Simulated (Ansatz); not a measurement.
# C wire along [100], 9 atoms a period, H-terminated: bands by functional and under strain, part 3 of 3

Wanted: the relaxed geometry and the bands of the C wire along [100], 9 atoms a period, H-terminated.

Ansatz 0.2.0; DFT PBE, plane waves, PAW; relaxation of a wire's period; PAW set soft_1 (the session's first sound run).

So far, band gap (eV): step 3 (the perfect wire, PBE) 4.30; step 4 (another level of theory, cutoff 500 eV, k-mesh 1×1×17, r2SCAN PBE) 4.98; step 5 (levels at the same atoms, level HSE06, cutoff 420 eV, HSE06 PBE) 5.32.

## Step 6: Strain along the wire, period over the relaxed period 0.94, k-mesh 1×1×18 (continued)

Level of this step: DFT PBE, plane waves, PAW; relaxation at a fixed period; PAW set soft_1 (Ansatz).

Electronic bands along the path, in eV, zero at the Fermi level:

```
  point  band 21  band 22  band 23  band 24  band 25  band 26  band 27  band 28
      Γ    -4.43    -3.01    -2.16    -2.16     2.12     3.17     3.21     3.21
halfway    -4.28    -3.00    -3.00    -2.74     2.89     3.84     3.84     3.88
      Z    -3.82    -3.82    -3.34    -2.74     4.56     5.05     5.25     5.30
```

The gap is 4.28 eV, against 4.30 eV under PBE at the relaxed period.

## Step 7: Strain along the wire, period over the relaxed period 1.06, k-mesh 1×1×16

The period is set to 1.06 times the relaxed one and the atoms relax within it: strain changes bond lengths and angles, which shifts the bands against each other. Against the first PBE run of this kind, the mesh along the wire has 16 points against 22.

The cell differs from the one that the last finished run ended in (c 3.516 → 3.965 Å).

The input, input.yaml:

```yaml
crystal:
  lattice:
    - [11.663, 0.0, 0.0]
    - [0.0, 11.663, 0.0]
    - [0.0, 0.0, 3.9647454078]
  atoms:
    - { symbol: C, position: [0.500011344, 0.500011344, 0.0] }
    - { symbol: H, position: [0.368565313, 0.368565313, 0.099166392] }
    - { symbol: H, position: [0.631457374, 0.631457374, 0.099166392] }
    - { symbol: C, position: [0.424844155, 0.424844155, 0.25607356] }
    - { symbol: C, position: [0.575178532, 0.575178532, 0.25607356] }
    - { symbol: H, position: [0.292533672, 0.555344939, 0.341384193] }
    - { symbol: H, position: [0.444677748, 0.707489015, 0.341384193] }
    - { symbol: H, position: [0.555344939, 0.292533672, 0.341384193] }
    - { symbol: H, position: [0.707489015, 0.444677748, 0.341384193] }
    - { symbol: C, position: [0.349530139, 0.500011344, 0.5] }
    - { symbol: C, position: [0.500011344, 0.349530139, 0.5] }
    - { symbol: C, position: [0.500011344, 0.650492548, 0.5] }
    - { symbol: C, position: [0.650492548, 0.500011344, 0.5] }
    - { symbol: H, position: [0.292533672, 0.444677748, 0.658615807] }
    - { symbol: H, position: [0.444677748, 0.292533672, 0.658615807] }
    - { symbol: H, position: [0.555344939, 0.707489015, 0.658615807] }
    - { symbol: H, position: [0.707489015, 0.555344939, 0.658615807] }
    - { symbol: C, position: [0.424844155, 0.575178532, 0.74392644] }
    - { symbol: C, position: [0.575178532, 0.424844155, 0.74392644] }
    - { symbol: H, position: [0.368565313, 0.631457374, 0.900833608] }
    - { symbol: H, position: [0.631457374, 0.368565313, 0.900833608] }
kpoints:
  mp_grid: { grid: [1, 1, 16] }
  band_path: { path: ["Γ", Z], npoints: 90 }
scf:
  occupations: { method: fermi_dirac, width: 0.05 }
hamiltonian:
  xc: pbe
  pseudopotentials: { kind: paw, azcp: { folder: soft_1 } }
relax:
  max_steps: 40
  f_tol: 0.02
output:
  stress: true
```

On the command line:

```sh
ansatz run input.yaml --threads 4 --pin off --max-ram 16384MiB --backend cpu --events-out ev --progress --plain --runs-dir out
```

Numbers of over 12 decimals in the logs are rounded to 6 here.

Log:

```text
[...]
Crystal: 21 atoms, lattice volume = 539.307 Å³
Basis set: ecut = 420 eV, 10597 PW (Γ), exchange–correlation on 160×160×54 points (8 copies of the dense FFT grid, shifted against one another)
Bands: 45, of which v1, the nominal top of the filled ones, is band 24 counted from 1 (23 counted from 0)
Symmetry: 8 space group operations
[...]
- { symbol: H, position: [0.295036, 0.441977, 0.641516] }
    - { symbol: H, position: [0.441977, 0.295036, 0.641516] }
    - { symbol: H, position: [0.558045, 0.704986, 0.641516] }
    - { symbol: H, position: [0.704986, 0.558045, 0.641516] }
    - { symbol: C, position: [0.426147, 0.573875, 0.742315] }
    - { symbol: C, position: [0.573875, 0.426147, 0.742315] }
    - { symbol: H, position: [0.368509, 0.631513, 0.882119] }
    - { symbol: H, position: [0.631513, 0.368509, 0.882119] }
[key lines of the parts left out:]
SCF converged after 3 iterations
Free energy (F): -2450.817447 eV
Fermi energy:    -1.425950 eV
P = ⅓ Tr σ = -0.9223 GPa (-9.223 kbar)
```

Run time: 58 s. Hardware: 4 threads of Arm Neoverse V1, shared host; peak memory 1.5 GiB; 3.8 min of CPU time.

Step by step:

```
step  energy less that of the first step (eV)  largest force component (eV/Å)
   1                                   0.0000                          0.5925
   2                                  -0.2239                          0.1473
   3                                  -0.2448                          0.0913
   4                                  -0.2459                          0.0148
   5                                  -0.2459                          0.0148
```

The run keeps the 8 symmetry operations that it works with, so distortions that break them were not tested.

The atoms that moved most (Å):

```
atom      dx      dy      dz  length
  H8   0.031   0.029   0.068   0.080
  H6   0.029   0.031   0.068   0.080
 H16   0.031  -0.029  -0.068   0.080
 H17  -0.029   0.031  -0.068   0.080
 H15  -0.031   0.029  -0.068   0.080
 H14   0.029  -0.031  -0.068   0.080
  H7  -0.031  -0.029   0.068   0.080
  H9  -0.029  -0.031   0.068   0.080
```

Final coordinates:

```cif
data_structure
_symmetry_space_group_name_H-M 'P 1'
_symmetry_Int_Tables_number 1
_cell_length_a 11.6630
_cell_length_b 11.6630
_cell_length_c 3.9647
_cell_angle_alpha 90.000
_cell_angle_beta 90.000
_cell_angle_gamma 90.000
_cell_volume 539.31
loop_
_atom_site_label
_atom_site_type_symbol
_atom_site_fract_x
_atom_site_fract_y
_atom_site_fract_z
_atom_site_occupancy
C1 C 0.50001 0.50001 0.00000 1
H2 H 0.36851 0.36851 0.11788 1
H3 H 0.63151 0.63151 0.11788 1
C4 C 0.42615 0.42615 0.25769 1
C5 C 0.57388 0.57388 0.25769 1
H6 H 0.29504 0.55805 0.35848 1
H7 H 0.44198 0.70499 0.35848 1
H8 H 0.55805 0.29504 0.35848 1
H9 H 0.70499 0.44198 0.35848 1
C10 C 0.35187 0.50001 0.50000 1
C11 C 0.50001 0.35187 0.50000 1
C12 C 0.50001 0.64815 0.50000 1
C13 C 0.64815 0.50001 0.50000 1
H14 H 0.29504 0.44198 0.64152 1
H15 H 0.44198 0.29504 0.64152 1
H16 H 0.55805 0.70499 0.64152 1
H17 H 0.70499 0.55805 0.64152 1
C18 C 0.42615 0.57388 0.74231 1
C19 C 0.57388 0.42615 0.74231 1
H20 H 0.36851 0.63151 0.88212 1
H21 H 0.63151 0.36851 0.88212 1
```

This step gave:

| Quantity | Value |
| --- | --- |
| band gap | 4.318 eV |

The gap is 4.32 eV, against 4.30 eV under PBE at the relaxed period.

## Step 8: Results

```json
{
 "cell length, PBE": "3.740 Å",
 "gap, PBE": "4.30 eV",
 "gap, r2SCAN": "4.98 eV",
 "gap, HSE06": "5.32 eV",
 "gap, period scaled by 0.94": "4.28 eV",
 "gap, period scaled by 1.06": "4.32 eV"
}
```

In words: Under PBE the cell's length is 3.74 Å, and a gap of 4.30 eV makes it a semiconductor. At the relaxed period the wire is gapped under every functional, from 4.30 eV (PBE) to 5.32 eV (HSE06). Weak screening in one dimension makes quasiparticle gaps larger than the semilocal gaps, as a rule. A hybrid's gap is read on a coarse mesh, without a band path.

[Logs are printed without paths, hosts, clocks, repeated set-up lines and the standing remarks that a program may print on its own settings, such as how far it seeks lower states.]

[Hosts, paths, dates, database ids (printed as entryN), source tags and the programs' standing remarks are cut or masked in the printed files.]
